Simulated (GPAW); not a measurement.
**propane-1,3-dithiol between two Cu chains: converging a transmission**

Wanted: a convergence study of zero-bias transport through propane-1,3-dithiol between two Cu chains, with run times.

Main program and level: GPAW 26.7.0; GPAW LCAO, PAW setups; Landauer transmission from Green's functions with principal layers (ASE), zero bias.

## 1. Set-up

The cell holds 21 atoms: 10 Cu, 2 S, 6 H and 3 C. Its edges and angles: a = 11.586 Å, b = 11.687 Å, c = 28.767 Å, α = 90.0°, β = 90.0°, γ = 90.0°. Regions: left lead, 5 atoms (5 Cu); channel, 11 atoms (2 S, 6 H and 3 C); right lead, 5 atoms (5 Cu). Vacuum lies along a and b. The structure is stacked along c, and the current runs across the ab planes.

## 2. The reference run

All settings start at ordinary values; they are then varied in turn, with meshes following the cell where its length changes.

run.py reads:

```python
import json
import numpy as np
from ase import Atoms
from ase.transport.calculators import TransportCalculator
from gpaw import GPAW, FermiDirac
from gpaw.lcao.tools import get_lcao_hamiltonian
from scipy.linalg import eigh

# The junction with lead layers at both ends, along the third cell vector
device = Atoms(
    ['Cu', 'Cu', 'Cu', 'Cu', 'Cu', 'S', 'H', 'H', 'C', 'H', 'C', 'H', 'C', 'H', 'H', 'S', 'Cu', 'Cu', 'Cu', 'Cu', 'Cu'],
    positions=[
        [5.79308, 5.84367, 1.15000],
        [5.79308, 5.84367, 3.45000],
        [5.79308, 5.84367, 5.75000],
        [5.79308, 5.84367, 8.05000],
        [5.79308, 5.84367, 10.35000],
        [6.66813, 4.13230, 11.63124],
        [8.33615, 5.02166, 13.10658],
        [8.33399, 3.25000, 13.11035],
        [7.69222, 4.13665, 13.13054],
        [6.17400, 5.02671, 14.38359],
        [6.81988, 4.13900, 14.38360],
        [6.16955, 3.25450, 14.38360],
        [7.69222, 4.13667, 15.63665],
        [8.33401, 3.25003, 15.65685],
        [8.33614, 5.02170, 15.66061],
        [6.66814, 4.13230, 17.13595],
        [5.79308, 5.84367, 18.41720],
        [5.79308, 5.84367, 20.71720],
        [5.79308, 5.84367, 23.01720],
        [5.79308, 5.84367, 25.31720],
        [5.79308, 5.84367, 27.61720]],
    cell=[[11.58615, 0.0, 0.0], [0.0, 11.68734, 0.0], [0.0, 0.0, 28.7672]],
    pbc=True)

# One principal layer of the lead: the first 3 atoms of the device
lead = Atoms(
    ['Cu', 'Cu', 'Cu'],
    positions=[
        [5.79308, 5.84367, 1.15000],
        [5.79308, 5.84367, 3.45000],
        [5.79308, 5.84367, 5.75000]],
    cell=[[11.58615, 0.0, 0.0], [0.0, 11.68734, 0.0], [0.0, 0.0, 6.9]],
    pbc=True)

settings = dict(mode='lcao', basis='szp(dzp)', xc='PBE', h=0.2,
                occupations=FermiDirac(0.1), maxiter=250,
                mixer=dict(beta=0.1, nmaxold=8, weight=100.0),
                convergence=dict(density=0.0001))
energies = np.arange(-2, 2 + 1e-9, 0.05)
eta = 0.0001
n1, n2 = 1, 1
# k and -k transmit alike, so half of the mesh across the current serves
mesh = [(i, j) for i in range(n1) for j in range(n2) if (i, j) <= (-i % n1, -j % n2)]
weights = np.array([1 if (i, j) == (-i % n1, -j % n2) else 2 for i, j in mesh]) / (n1 * n2)

# [... helper functions left out ...]
fermi_lead = ground_state(lead, (1, 1, 16), 'lead.txt')
fermi_device = ground_state(device, (1, 1, 3), 'device.txt')
# [... loop over the mesh left out, but for ...]
        # Shift the lead onto the potential of the device's first layer
        shift = ((H[:, 0, 0] - H0[:, 0, 0]) / S0[0, 0]).real.mean()
# [...]
kT = 8.617333e-5 * 300
bias = [0.1, 0.2, 0.5, 1.0, 1.5, 2.0]
# [... integrals and printing left out ...]
```

Run with:

```sh
$ OMP_NUM_THREADS=1 OPENBLAS_NUM_THREADS=1 python run.py
```

Log:

```text
basis functions: device 159, principal layer 27
Fermi level: lead -4.0452 eV, device -3.9959 eV; lead shifted by -0.0041 eV
largest coupling past the next layer 4.61e-05 eV, largest misfit of the first layer 0.023 eV
  E-E_F (eV)   T (one spin)  [channel counts left out]
    -2.000    9.3785e-01
    -1.950    3.3779e-02
    -1.900    1.0996e-02
    -1.850    1.0968e-01
    -1.800    9.3192e-01
    -1.750    6.1238e-03
    -1.700    1.9073e-02
    -1.650    3.7521e-02
    -1.600    7.2488e-02
    -1.550    5.8206e-02
    -1.500    2.0901e-02
    -1.450    1.5524e-02
    -1.400    3.2208e-02
    -1.350    6.2136e-01
    -1.300    1.5249e-03
    -1.250    5.8188e-02
[...]
1.650    2.6902e-03
     1.700    2.5815e-03
     1.750    2.4800e-03
     1.800    2.3851e-03
     1.850    2.2961e-03
     1.900    2.2124e-03
     1.950    2.1336e-03
     2.000    2.0591e-03
conductance at 300 K: 0.27541 G0 a cell; thermopower 89.19 uV/K
current from the zero-bias T(E) at 0.1 V: 2.2692 uA
current from the zero-bias T(E) at 0.2 V: 5.1617 uA
current from the zero-bias T(E) at 0.5 V: 13.886 uA
current from the zero-bias T(E) at 1.0 V: 27.712 uA
current from the zero-bias T(E) at 1.5 V: 35.282 uA
current from the zero-bias T(E) at 2.0 V: 38.362 uA
```

Run time: 66 s. Hardware: 1 thread of Intel Xeon 6975P-C (Granite Rapids), shared host; peak memory 1.4 GiB.

This step gave:

```yaml
conductance: 0.2754 G₀
largest_coupling_past_the_next_principal_layer: 4.61e-5 eV
largest_misfit_of_the_first_principal_layer: 0.02296 eV
shift_that_aligns_the_lead: -0.004099 eV
basis_functions_of_the_junction: 159
basis_functions_of_a_principal_layer: 27
transmission_at_the_fermi_level_one_spin: 0.2191
```

One spin. Table of transmission, zone mean by energy, zero at the Fermi level:

```
energy (eV)  transmission, zone mean
      -2.00                    0.938
      -1.85                    0.110
      -1.80                    0.932
      -1.70                   0.0191
      -1.60                   0.0725
      -1.45                   0.0155
      -1.35                    0.621
      -1.30                  0.00152
      -1.15                    0.471
      -1.05                    0.352
      -0.90                    0.140
      -0.75                    0.107
      -0.60                    0.358
      -0.50                    0.945
      -0.35                    0.569
      -0.20                    0.564
      -0.10                    0.955
      -0.05                    0.451
       0.00                    0.219
       0.05                    0.128
       0.20                   0.0455
       0.35                   0.0239
       0.50                   0.0149
       0.60                   0.0115
       0.75                  0.00835
       0.90                  0.00639
       1.05                  0.00510
       1.15                  0.00447
       1.30                  0.00375
       1.45                  0.00322
       1.60                  0.00281
       1.70                  0.00258
       1.85                  0.00230
       2.00                  0.00206
```

Not self-consistent under bias; the bias window is split evenly. The current through one cell, from the zero-bias transmission by bias:

| bias (V) | current through one cell, from the zero-bias transmission (μA) |
| --- | --- |
| 0.100 | 2.27 |
| 0.200 | 5.16 |
| 0.500 | 13.9 |
| 1.000 | 27.7 |
| 1.500 | 35.3 |
| 2.000 | 38.4 |

Couplings past the next layer reach 4.6e-5 eV, small enough to drop; the matrix elements of the cell's first layer differ from the bulk lead's by up to 0.023 eV. That layer keeps its own values in the calculation, and only beyond it is the lead taken as perfect. The Fermi levels of lead and junction count from different zeros of potential, one for each periodic cell; with both set to zero, the small remaining shift is what aligns them. By hand: G = 0.2754 × 77.48 μS = 21.3 μS, a resistance of 46.9 kΩ; at 0.1 V a linear junction would pass 2.13 μA, and the integral over the bias window gives 2.27 μA.

## 3. Periods in a principal layer

A principal layer must be long enough that orbitals couple only to the neighbouring layers.

Changes to run.py since step 2:

```diff
@@ -36,10 +36,8 @@
 
-# One principal layer of the lead: the first 3 atoms of the device
+# One principal layer of the lead: the first 1 atoms of the device
 lead = Atoms(
-    ['Cu', 'Cu', 'Cu'],
+    ['Cu'],
     positions=[
-        [5.79308, 5.84367, 1.15000],
-        [5.79308, 5.84367, 3.45000],
-        [5.79308, 5.84367, 5.75000]],
-    cell=[[11.58615, 0.0, 0.0], [0.0, 11.68734, 0.0], [0.0, 0.0, 6.9]],
+        [5.79308, 5.84367, 1.15000]],
+    cell=[[11.58615, 0.0, 0.0], [0.0, 11.68734, 0.0], [0.0, 0.0, 2.3]],
     pbc=True)
@@ -58,3 +56,3 @@
 # [... helper functions left out ...]
-fermi_lead = ground_state(lead, (1, 1, 16), 'lead.txt')
+fermi_lead = ground_state(lead, (1, 1, 48), 'lead.txt')
 fermi_device = ground_state(device, (1, 1, 3), 'device.txt')
```

Log:

```text
basis functions: device 159, principal layer 9
Fermi level: lead -4.0452 eV, device -3.9959 eV; lead shifted by -0.0041 eV
largest coupling past the next layer 3.42e-01 eV, largest misfit of the first layer 0.023 eV
  E-E_F (eV)   T (one spin)  [channel counts left out]
    -2.000    9.7612e-01
    -1.950    2.6592e-02
    -1.900    8.6100e-03
    -1.850    9.9484e-02
    -1.800    9.0504e-01
    -1.750    8.4689e-03
    -1.700    1.7648e-02
    -1.650    3.4347e-02
    -1.600    7.5457e-02
    -1.550    5.7647e-02
    -1.500    2.0334e-02
    -1.450    1.5906e-02
    -1.400    3.3863e-02
    -1.350    6.3792e-01
    -1.300    1.6182e-03
    -1.250    9.8371e-03
[...]
1.650    1.3880e-03
     1.700    1.3552e-03
     1.750    1.3334e-03
     1.800    1.3216e-03
     1.850    1.3194e-03
     1.900    1.3262e-03
     1.950    1.3418e-03
     2.000    1.3661e-03
conductance at 300 K: 0.19055 G0 a cell; thermopower 90.53 uV/K
current from the zero-bias T(E) at 0.1 V: 1.6041 uA
current from the zero-bias T(E) at 0.2 V: 3.8735 uA
current from the zero-bias T(E) at 0.5 V: 11.672 uA
current from the zero-bias T(E) at 1.0 V: 24.992 uA
current from the zero-bias T(E) at 1.5 V: 32.551 uA
current from the zero-bias T(E) at 2.0 V: 35.608 uA
```

It took 67 s on 1 thread; peak memory 1.3 GiB.

This step gave:

```
conductance                                    : 0.1906 G₀
largest coupling past the next principal layer : 0.3422 eV
largest misfit of the first principal layer    : 0.02267 eV
basis functions of a principal layer           : 9
transmission at the Fermi level (one spin)     : 0.1451
```

One spin. The transmission, zone mean by energy, zero at the Fermi level:

energy (eV), transmission, zone mean and a bar:
```
    -2.00      0.976 ##############################
    -1.80      0.905 ############################
    -1.60      0.075 ##
    -1.45      0.016 
    -1.35      0.638 ####################
    -1.25      0.010 
    -1.20      0.970 ##############################
    -1.05      0.435 #############
    -0.85      0.108 ###
    -0.65      0.200 ######
    -0.50      0.927 #############################
    -0.45      0.948 #############################
    -0.30      0.460 ##############
    -0.15      0.830 #########################
    -0.10      0.795 ########################
     0.00      0.145 ####
     0.10      0.080 ##
     0.30      0.047 #
     0.50      0.026 #
     0.65      0.015 
     0.85      0.007 
     1.05      0.004 
     1.25      0.002 
     1.45      0.002 
     1.60      0.001 
     1.80      0.001 
     2.00      0.001
```

Not self-consistent under bias; the bias window is split evenly. Table of current through one cell, from the zero-bias transmission by bias:

| bias (V) | current through one cell, from the zero-bias transmission (μA) |
| --- | --- |
| 0.100 | 1.60 |
| 0.200 | 3.87 |
| 0.500 | 11.7 |
| 1.000 | 25.0 |
| 1.500 | 32.6 |
| 2.000 | 35.6 |

The conductance, 0.191 G₀, lies 31 % below that of the base run. Couplings past the next layer reach 0.34 eV, too large to drop without error; the matrix elements of the cell's first layer differ from the bulk lead's by up to 0.023 eV. That layer keeps its own values in the calculation, and only beyond it is the lead taken as perfect.

## 4. Varying the periods in a principal layer

Changes to run.py since step 3:

```diff
@@ -36,8 +36,9 @@
 
-# One principal layer of the lead: the first 1 atoms of the device
+# One principal layer of the lead: the first 2 atoms of the device
 lead = Atoms(
-    ['Cu'],
+    ['Cu', 'Cu'],
     positions=[
-        [5.79308, 5.84367, 1.15000]],
-    cell=[[11.58615, 0.0, 0.0], [0.0, 11.68734, 0.0], [0.0, 0.0, 2.3]],
+        [5.79308, 5.84367, 1.15000],
+        [5.79308, 5.84367, 3.45000]],
+    cell=[[11.58615, 0.0, 0.0], [0.0, 11.68734, 0.0], [0.0, 0.0, 4.6]],
     pbc=True)
@@ -56,3 +57,3 @@
 # [... helper functions left out ...]
-fermi_lead = ground_state(lead, (1, 1, 48), 'lead.txt')
+fermi_lead = ground_state(lead, (1, 1, 24), 'lead.txt')
 fermi_device = ground_state(device, (1, 1, 3), 'device.txt')
```

Log:

```text
basis functions: device 159, principal layer 18
Fermi level: lead -4.0452 eV, device -3.9959 eV; lead shifted by -0.0041 eV
largest coupling past the next layer 7.23e-03 eV, largest misfit of the first layer 0.023 eV
  E-E_F (eV)   T (one spin)  [channel counts left out]
    -2.000    9.3705e-01
    -1.950    3.3999e-02
    -1.900    1.1060e-02
    -1.850    1.0977e-01
    -1.800    9.3251e-01
    -1.750    6.1643e-03
    -1.700    1.9087e-02
    -1.650    3.7508e-02
    -1.600    7.2501e-02
    -1.550    5.8633e-02
    -1.500    2.0830e-02
    -1.450    1.5525e-02
    -1.400    3.2226e-02
    -1.350    6.2131e-01
    -1.300    1.5305e-03
    -1.250    5.7271e-02
[...]
1.650    2.6836e-03
     1.700    2.5725e-03
     1.750    2.4689e-03
     1.800    2.3722e-03
     1.850    2.2816e-03
     1.900    2.1966e-03
     1.950    2.1167e-03
     2.000    2.0414e-03
conductance at 300 K: 0.27053 G0 a cell; thermopower 90.1 uV/K
current from the zero-bias T(E) at 0.1 V: 2.2328 uA
current from the zero-bias T(E) at 0.2 V: 5.0972 uA
current from the zero-bias T(E) at 0.5 V: 13.766 uA
current from the zero-bias T(E) at 1.0 V: 27.627 uA
current from the zero-bias T(E) at 1.5 V: 35.232 uA
current from the zero-bias T(E) at 2.0 V: 38.332 uA
```

The job ended after 61 s (1 thread; peak memory 1.3 GiB).

Numbers from this step:

| Item | Value |
| --- | --- |
| conductance | 0.2705 G₀ |
| largest coupling past the next principal layer | 0.007227 eV |
| largest misfit of the first principal layer | 0.02296 eV |
| basis functions of a principal layer | 18 |
| transmission at the Fermi level (one spin) | 0.2139 |

One spin. Transmission, zone mean against energy, zero at the Fermi level:

```csv
energy (eV),"transmission, zone mean"
-2.00,0.937
-1.85,0.110
-1.80,0.933
-1.70,0.0191
-1.60,0.0725
-1.45,0.0155
-1.35,0.621
-1.30,0.00153
-1.15,0.467
-1.05,0.351
-0.90,0.141
-0.75,0.106
-0.60,0.359
-0.50,0.954
-0.35,0.568
-0.20,0.558
-0.10,0.956
-0.05,0.443
0.00,0.214
0.05,0.125
0.20,0.0452
0.35,0.0240
0.50,0.0151
0.60,0.0117
0.75,0.00846
0.90,0.00647
1.05,0.00515
1.15,0.00451
1.30,0.00377
1.45,0.00322
1.60,0.00280
1.70,0.00257
1.85,0.00228
2.00,0.00204
```

Not self-consistent under bias; the bias window is split evenly. The current through one cell, from the zero-bias transmission by bias:

```csv
bias (V),"current through one cell, from the zero-bias transmission (μA)"
0.100,2.23
0.200,5.10
0.500,13.8
1.000,27.6
1.500,35.2
2.000,38.3
```

The conductance, 0.271 G₀, lies 1.8 % below that of the base run. Couplings past the next layer reach 0.0072 eV, small for the conductance, though enough to leave ripples in T(E); the matrix elements of the cell's first layer differ from the bulk lead's by up to 0.023 eV. That layer keeps its own values in the calculation, and only beyond it is the lead taken as perfect.

## 5. Periods in a principal layer

Changes to run.py since step 4:

```diff
@@ -36,9 +36,11 @@
 
-# One principal layer of the lead: the first 2 atoms of the device
+# One principal layer of the lead: the first 4 atoms of the device
 lead = Atoms(
-    ['Cu', 'Cu'],
+    ['Cu', 'Cu', 'Cu', 'Cu'],
     positions=[
         [5.79308, 5.84367, 1.15000],
-        [5.79308, 5.84367, 3.45000]],
-    cell=[[11.58615, 0.0, 0.0], [0.0, 11.68734, 0.0], [0.0, 0.0, 4.6]],
+        [5.79308, 5.84367, 3.45000],
+        [5.79308, 5.84367, 5.75000],
+        [5.79308, 5.84367, 8.05000]],
+    cell=[[11.58615, 0.0, 0.0], [0.0, 11.68734, 0.0], [0.0, 0.0, 9.2]],
     pbc=True)
@@ -57,3 +59,3 @@
 # [... helper functions left out ...]
-fermi_lead = ground_state(lead, (1, 1, 24), 'lead.txt')
+fermi_lead = ground_state(lead, (1, 1, 12), 'lead.txt')
 fermi_device = ground_state(device, (1, 1, 3), 'device.txt')
```

Log:

```text
basis functions: device 159, principal layer 36
Fermi level: lead -4.0454 eV, device -3.9959 eV; lead shifted by -0.0041 eV
largest coupling past the next layer 1.35e-15 eV, largest misfit of the first layer 0.095 eV
  E-E_F (eV)   T (one spin)  [channel counts left out]
    -2.000    9.3786e-01
    -1.950    3.3777e-02
    -1.900    1.0996e-02
[...]
1.950    2.1337e-03
     2.000    2.0593e-03
conductance at 300 K: 0.2754 G0 a cell; thermopower 89.18 uV/K
current from the zero-bias T(E) at 0.1 V: 2.2691 uA
current from the zero-bias T(E) at 0.2 V: 5.1614 uA
current from the zero-bias T(E) at 0.5 V: 13.884 uA
current from the zero-bias T(E) at 1.0 V: 27.71 uA
current from the zero-bias T(E) at 1.5 V: 35.28 uA
current from the zero-bias T(E) at 2.0 V: 38.361 uA
```

Elapsed: 69 s, on 1 thread; peak memory 1.4 GiB.

The conductance equals that of the base run to 0.2 %. Couplings past the next layer reach 1.4e-15 eV, small enough to drop; the matrix elements of the cell's first layer differ from the bulk lead's by up to 0.095 eV. That layer keeps its own values in the calculation, and only beyond it is the lead taken as perfect.

## 6. Convergence in the periods in a principal layer

The runs and the base run on one axis.

This step: convergence of the conductance (GPAW 26.7.0).

Conductance against periods in a principal layer:

```
periods in a principal layer  conductance (G₀)
                        1.00             0.191
                        2.00             0.271
                        3.00             0.275
                        4.00             0.275
```

## 7. Varying the energy step: de = 0.2

The thermal integrals interpolate T(E), so the step must resolve what lies within a few kT of the Fermi level.

This step: GPAW LCAO, PAW setups; Landauer transmission from Green's functions with principal layers (ASE), zero bias (GPAW 26.7.0).

Changes to run.py since step 5:

```diff
@@ -36,5 +36,5 @@
 
-# One principal layer of the lead: the first 4 atoms of the device
+# One principal layer of the lead: the first 3 atoms of the device
 lead = Atoms(
-    ['Cu', 'Cu', 'Cu', 'Cu'],
+    ['Cu', 'Cu', 'Cu'],
     positions=[
@@ -42,5 +42,4 @@
         [5.79308, 5.84367, 3.45000],
-        [5.79308, 5.84367, 5.75000],
-        [5.79308, 5.84367, 8.05000]],
-    cell=[[11.58615, 0.0, 0.0], [0.0, 11.68734, 0.0], [0.0, 0.0, 9.2]],
+        [5.79308, 5.84367, 5.75000]],
+    cell=[[11.58615, 0.0, 0.0], [0.0, 11.68734, 0.0], [0.0, 0.0, 6.9]],
     pbc=True)
@@ -51,3 +50,3 @@
                 convergence=dict(density=0.0001))
-energies = np.arange(-2, 2 + 1e-9, 0.05)
+energies = np.arange(-2, 2 + 1e-9, 0.2)
 eta = 0.0001
@@ -59,3 +58,3 @@
 # [... helper functions left out ...]
-fermi_lead = ground_state(lead, (1, 1, 12), 'lead.txt')
+fermi_lead = ground_state(lead, (1, 1, 16), 'lead.txt')
 fermi_device = ground_state(device, (1, 1, 3), 'device.txt')
```

Log:

```text
basis functions: device 159, principal layer 27
Fermi level: lead -4.0452 eV, device -3.9959 eV; lead shifted by -0.0041 eV
largest coupling past the next layer 4.61e-05 eV, largest misfit of the first layer 0.023 eV
  E-E_F (eV)   T (one spin)  [channel counts left out]
    -2.000    9.3785e-01
    -1.800    9.3192e-01
    -1.600    7.2488e-02
    -1.400    3.2208e-02
    -1.200    3.2737e-01
    -1.000    2.6354e-01
    -0.800    9.7794e-02
    -0.600    3.5803e-01
    -0.400    7.0350e-01
    -0.200    5.6355e-01
    -0.000    2.1909e-01
     0.200    4.5537e-02
     0.400    2.0132e-02
     0.600    1.1539e-02
     0.800    7.5929e-03
     1.000    5.4713e-03
     1.200    4.2024e-03
     1.400    3.3793e-03
     1.600    2.8071e-03
     1.800    2.3851e-03
     2.000    2.0591e-03
conductance at 300 K: 0.21594 G0 a cell; thermopower 43.34 uV/K
current from the zero-bias T(E) at 0.1 V: 1.6794 uA
current from the zero-bias T(E) at 0.2 V: 3.4186 uA
current from the zero-bias T(E) at 0.5 V: 9.82 uA
current from the zero-bias T(E) at 1.0 V: 22.236 uA
current from the zero-bias T(E) at 1.5 V: 28.49 uA
current from the zero-bias T(E) at 2.0 V: 31.791 uA
```

Run time: 66 s. Hardware: 1 thread; peak memory 1.4 GiB.

Numbers from this step:

* conductance: 0.2159 G₀
* largest coupling past the next principal layer: 4.61e-5 eV
* largest misfit of the first principal layer: 0.02296 eV
* shift that aligns the lead: -0.004099 eV
* basis functions of a principal layer: 27

One spin. The transmission, zone mean by energy, zero at the Fermi level:

| energy (eV) | transmission, zone mean |
| --- | --- |
| -2.00 | 0.938 |
| -1.80 | 0.932 |
| -1.60 | 0.0725 |
| -1.40 | 0.0322 |
| -1.20 | 0.327 |
| -1.00 | 0.264 |
| -0.80 | 0.0978 |
| -0.60 | 0.358 |
| -0.40 | 0.704 |
| -0.20 | 0.564 |
| 0.00 | 0.219 |
| 0.20 | 0.0455 |
| 0.40 | 0.0201 |
| 0.60 | 0.0115 |
| 0.80 | 0.00759 |
| 1.00 | 0.00547 |
| 1.20 | 0.00420 |
| 1.40 | 0.00338 |
| 1.60 | 0.00281 |
| 1.80 | 0.00239 |
| 2.00 | 0.00206 |

Not self-consistent under bias; the bias window is split evenly. Table of current through one cell, from the zero-bias transmission by bias:

| bias (V) | current through one cell, from the zero-bias transmission (μA) |
| --- | --- |
| 0.100 | 1.68 |
| 0.200 | 3.42 |
| 0.500 | 9.82 |
| 1.000 | 22.2 |
| 1.500 | 28.5 |
| 2.000 | 31.8 |

The conductance, 0.216 G₀, lies 22 % below that of the base run.

(Part 1 of 3 ends here.)

[Logs are printed without paths, hosts, clocks, repeated set-up lines and the standing remarks that a program may print on its own settings, such as how far it seeks lower states.]

[Hosts, paths, dates, database ids (printed as entryN), source tags and the programs' standing remarks are cut or masked in the printed files.]
